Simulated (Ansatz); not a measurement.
# Ir wire along [100], 24 atoms a period: bands along the axis, part 2 of 2

Aim: is the Ir wire along [100], 24 atoms a period a metal or a semiconductor?

Ansatz 0.2.0; DFT PBE, plane waves, PAW; relaxation of a wire's period; PAW set soft_1 (the session's first sound run).

So far: The structure; Relaxing the period.

## Step 2: Relaxing the period (continued)

The steps of the relaxation:

| step | energy less that of the first step (eV) | largest force component (eV/Å) | pressure (GPa) | volume (Å³) |
| --- | --- | --- | --- | --- |
| 1 | 0.0000 | 1.9069 | -6.15 | 1050.42 |
| 2 | -2.2223 | 0.6492 | 1.88 | 1024.23 |
| 3 | -2.5992 | 0.2865 | -0.15 | 1055.38 |
| 4 | -2.6496 | 0.1204 | 0.00 | 1052.64 |
| 5 | -2.6617 | 0.1046 | -0.41 | 1056.60 |
| 6 | -2.6756 | 0.0339 | -0.03 | 1054.20 |
| 7 | -2.6769 | 0.0141 | -0.02 | 1055.09 |
| 8* | -2.6778 | 0.0141 | -0.01 | 1055.09 |

Relaxation steps marked * repeat the geometry before them on a plane-wave basis chosen anew for their cell, so energy and pressure can jump there.

Forces are held to the 16 operations that the run works with; a distortion that breaks them can't arise in this run.

| cell as run | before | after | change |
| --- | --- | --- | --- |
| c (Å) | 3.870 | 3.887 | +0.4 % |

The atoms that moved most (Å, along periodic axes as changes of fractional coordinates times the final cell, across vacuum about the mean position):

| atom | dx | dy | dz | length |
| --- | --- | --- | --- | --- |
| Ir13 | 0.203 | -0.080 | 0.000 | 0.219 |
| Ir19 | -0.080 | 0.203 | 0.000 | 0.219 |
| Ir4 | 0.080 | 0.203 | 0.000 | 0.219 |
| Ir1 | 0.203 | 0.080 | 0.000 | 0.219 |
| Ir9 | -0.080 | -0.203 | 0.000 | 0.219 |
| Ir12 | -0.203 | -0.080 | 0.000 | 0.219 |
| Ir18 | 0.080 | -0.203 | 0.000 | 0.219 |
| Ir24 | -0.203 | 0.080 | 0.000 | 0.219 |

Numbers from this step:

| Property | Result |
| --- | --- |
| energy at zero smearing | -286457.5462 eV |
| cell length along the wire | 3.887 Å |

The cell's length comes to 3.887 Å with spin left out.

## Step 3: Bands of the perfect wire

This step: DFT PBE, plane waves, PAW; bands of a perfect wire; PAW set soft_1 (Ansatz 0.2.0).

At the relaxed period the bands are computed along the axis; those that cross an energy going forward count the channels that a perfect wire would open there.

input.yaml

```yaml
crystal:
  lattice:
    - [16.475, 0.0, 0.0]
    - [0.0, 16.475, 0.0]
    - [0.0, 0.0, 3.887205225]
  atoms:
    - { symbol: Ir, position: [0.218714395, 0.446148541, 0.0] }
    - { symbol: Ir, position: [0.330236102, 0.330236102, 0.0] }
    - { symbol: Ir, position: [0.323328797, 0.564677085, 0.0] }
    - { symbol: Ir, position: [0.446148541, 0.218714395, 0.0] }
    - { symbol: Ir, position: [0.443731132, 0.443731132, 0.0] }
    - { symbol: Ir, position: [0.435322915, 0.676671203, 0.0] }
    - { symbol: Ir, position: [0.564677085, 0.323328797, 0.0] }
    - { symbol: Ir, position: [0.556268868, 0.556268868, 0.0] }
    - { symbol: Ir, position: [0.553851459, 0.781285605, 0.0] }
    - { symbol: Ir, position: [0.676671203, 0.435322915, 0.0] }
    - { symbol: Ir, position: [0.669763898, 0.669763898, 0.0] }
    - { symbol: Ir, position: [0.781285605, 0.553851459, 0.0] }
    - { symbol: Ir, position: [0.218714395, 0.553851459, 0.5] }
    - { symbol: Ir, position: [0.323328797, 0.435322915, 0.5] }
    - { symbol: Ir, position: [0.330236102, 0.669763898, 0.5] }
    - { symbol: Ir, position: [0.435322915, 0.323328797, 0.5] }
    - { symbol: Ir, position: [0.443731132, 0.556268868, 0.5] }
    - { symbol: Ir, position: [0.446148541, 0.781285605, 0.5] }
    - { symbol: Ir, position: [0.553851459, 0.218714395, 0.5] }
    - { symbol: Ir, position: [0.556268868, 0.443731132, 0.5] }
    - { symbol: Ir, position: [0.564677085, 0.676671203, 0.5] }
    - { symbol: Ir, position: [0.669763898, 0.330236102, 0.5] }
    - { symbol: Ir, position: [0.676671203, 0.564677085, 0.5] }
    - { symbol: Ir, position: [0.781285605, 0.446148541, 0.5] }
kpoints:
  mp_grid: { grid: [1, 1, 21] }
  band_path: { path: ["Γ", Z], npoints: 90 }
scf:
  occupations: { method: fermi_dirac, width: 0.05 }
hamiltonian:
  xc: pbe
  pseudopotentials: { kind: paw, azcp: { folder: soft_1 } }
output:
  dos: { e_range: [-5, 4] }
  write_potential: true
  write_density: true
  volumetric_format: npy
```

Command:

```console
$ ansatz run input.yaml --threads 4 --pin off --max-ram 16384MiB --backend cpu --events-out ev --progress --plain --runs-dir out
```

Numbers of over 12 decimals in the logs are rounded to 6 here.

Output:

```text
[...]
Crystal: 24 atoms, lattice volume = 1055.087 Å³
Basis set: ecut = 420 eV, 20725 PW (Γ)
Bands: 245, of which v1, the nominal top of the filled ones, is band 204 counted from 1 (203 counted from 0)
Symmetry: 16 space group operations
[...]
k-points: 11 of 21
[...]
SCF iter   1: F=—  HF=-286462.695639 eV  |F-HF|=—  |Δ(HF+E_count)|=         —  Δρ=2.90e-2  dr2=2.53e1  ethr=3.10e-3  ⟨swp⟩=7.6  Hψ=11508  notcnv=0  defer=29
[...]
SCF iter  11: F=-286457.703001 eV  HF=-286457.703001 eV  |F-HF|=2.26e-8  |Δ(HF+E_count)|=   1.48e-7  Δρ=1.62e-6  dr2=5.33e-8  ethr=2.45e-11  ⟨swp⟩=14.6  Hψ=9377  notcnv=0
SCF 1 converged in 11 iterations: F = -286457.703001 eV  dr2 = 5.33e-8
[...]
NSCF: frozen V_eff on 91 k-points
WARN: The output density's exchange-correlation potential varies sharply where the density is thin. Do not read a vacuum level from v_tot or v_xc, or from such a field of the output density. On a cell that repeats whose density bears no net charge and no dipole along the vacuum's axis use v_es (v_loc + v_h of the components); under efield.dipole_correction with no amplitude use v_es + v_field, which holds any externa [...]
SCF converged after 11 iterations
Free energy (F): -286457.703001 eV
[...]
Internal energy: -286457.389413 eV  (E = F + TS)
E sigma→0 (E₀):  -286457.546207 eV
Entropy (-TS):   -0.313588 eV (-13.066 meV/atom)
Fermi energy:    4.900511 eV
[...]
--- Band table (eV; the first three rows and the last of 11) ---
  k-point 0: bands = [... 200 lower, 4.8473, 4.8812, 4.9105, 4.9105, 5.0268, 5.0396, 5.0396, 5.1007, ... 37 higher]
  k-point 1: bands = [... 200 lower, 4.8470, 4.8470, 4.8597, 4.8762, 4.9809, 4.9809, 5.0899, 5.1083, ... 37 higher]
  k-point 2: bands = [... 200 lower, 4.7828, 4.8339, 4.8969, 4.8969, 4.9888, 5.0237, 5.1890, 5.2005, ... 37 higher]
  k-point 10: bands = [... 200 lower, 4.6060, 4.6082, 4.6082, 4.6148, 5.0192, 5.0412, 5.0817, 5.1297, ... 37 higher]
```

Run time: 5.2 min. Hardware: 4 threads of AMD EPYC 7R43, shared host; peak memory 12 GiB; 21 min of CPU time.

Numbers from this step:

* band gap: 0 eV

The electronic bands at the labelled points (eV, zero at the Fermi level; # counts the bands kept):

| point | #46 | #47 | #48 | #49 | #50 | #51 | #52 | #53 |
| --- | --- | --- | --- | --- | --- | --- | --- | --- |
| Γ | -0.05 | -0.02 | 0.01 | 0.01 | 0.13 | 0.14 | 0.14 | 0.20 |
| halfway | -0.31 | -0.09 | -0.09 | -0.02 | -0.01 | 0.00 | 0.00 | 0.09 |
| Z | -0.30 | -0.30 | -0.29 | -0.29 | 0.13 | 0.13 | 0.23 | 0.23 |

Between Γ and Z the bands cross the Fermi level 18 times, so a perfect wire would conduct at least 18 G₀, with spin left out.

## Step 4: Results

| Item | Value |
| --- | --- |
| cell length, PBE | 3.887 Å |
| ballistic conductance by band crossings, a lower bound, PBE | 18 G₀ |

**Reading.** Under PBE the cell's length is 3.89 Å, and the bands cross the Fermi level 18 times between Γ and Z, which gives a perfect wire at least 18 G₀ (opposite crossings within one step of the path cancel in such a count). No spin was allowed, though thin wires with open d shells can turn magnetic. Spin-orbit coupling is left out, which matters for the bands of heavy atoms.

[Logs are printed without paths, hosts, clocks, repeated set-up lines and the standing remarks that a program may print on its own settings, such as how far it seeks lower states.]

[Hosts, paths, dates, database ids (printed as entryN), source tags and the programs' standing remarks are cut or masked in the printed files.]
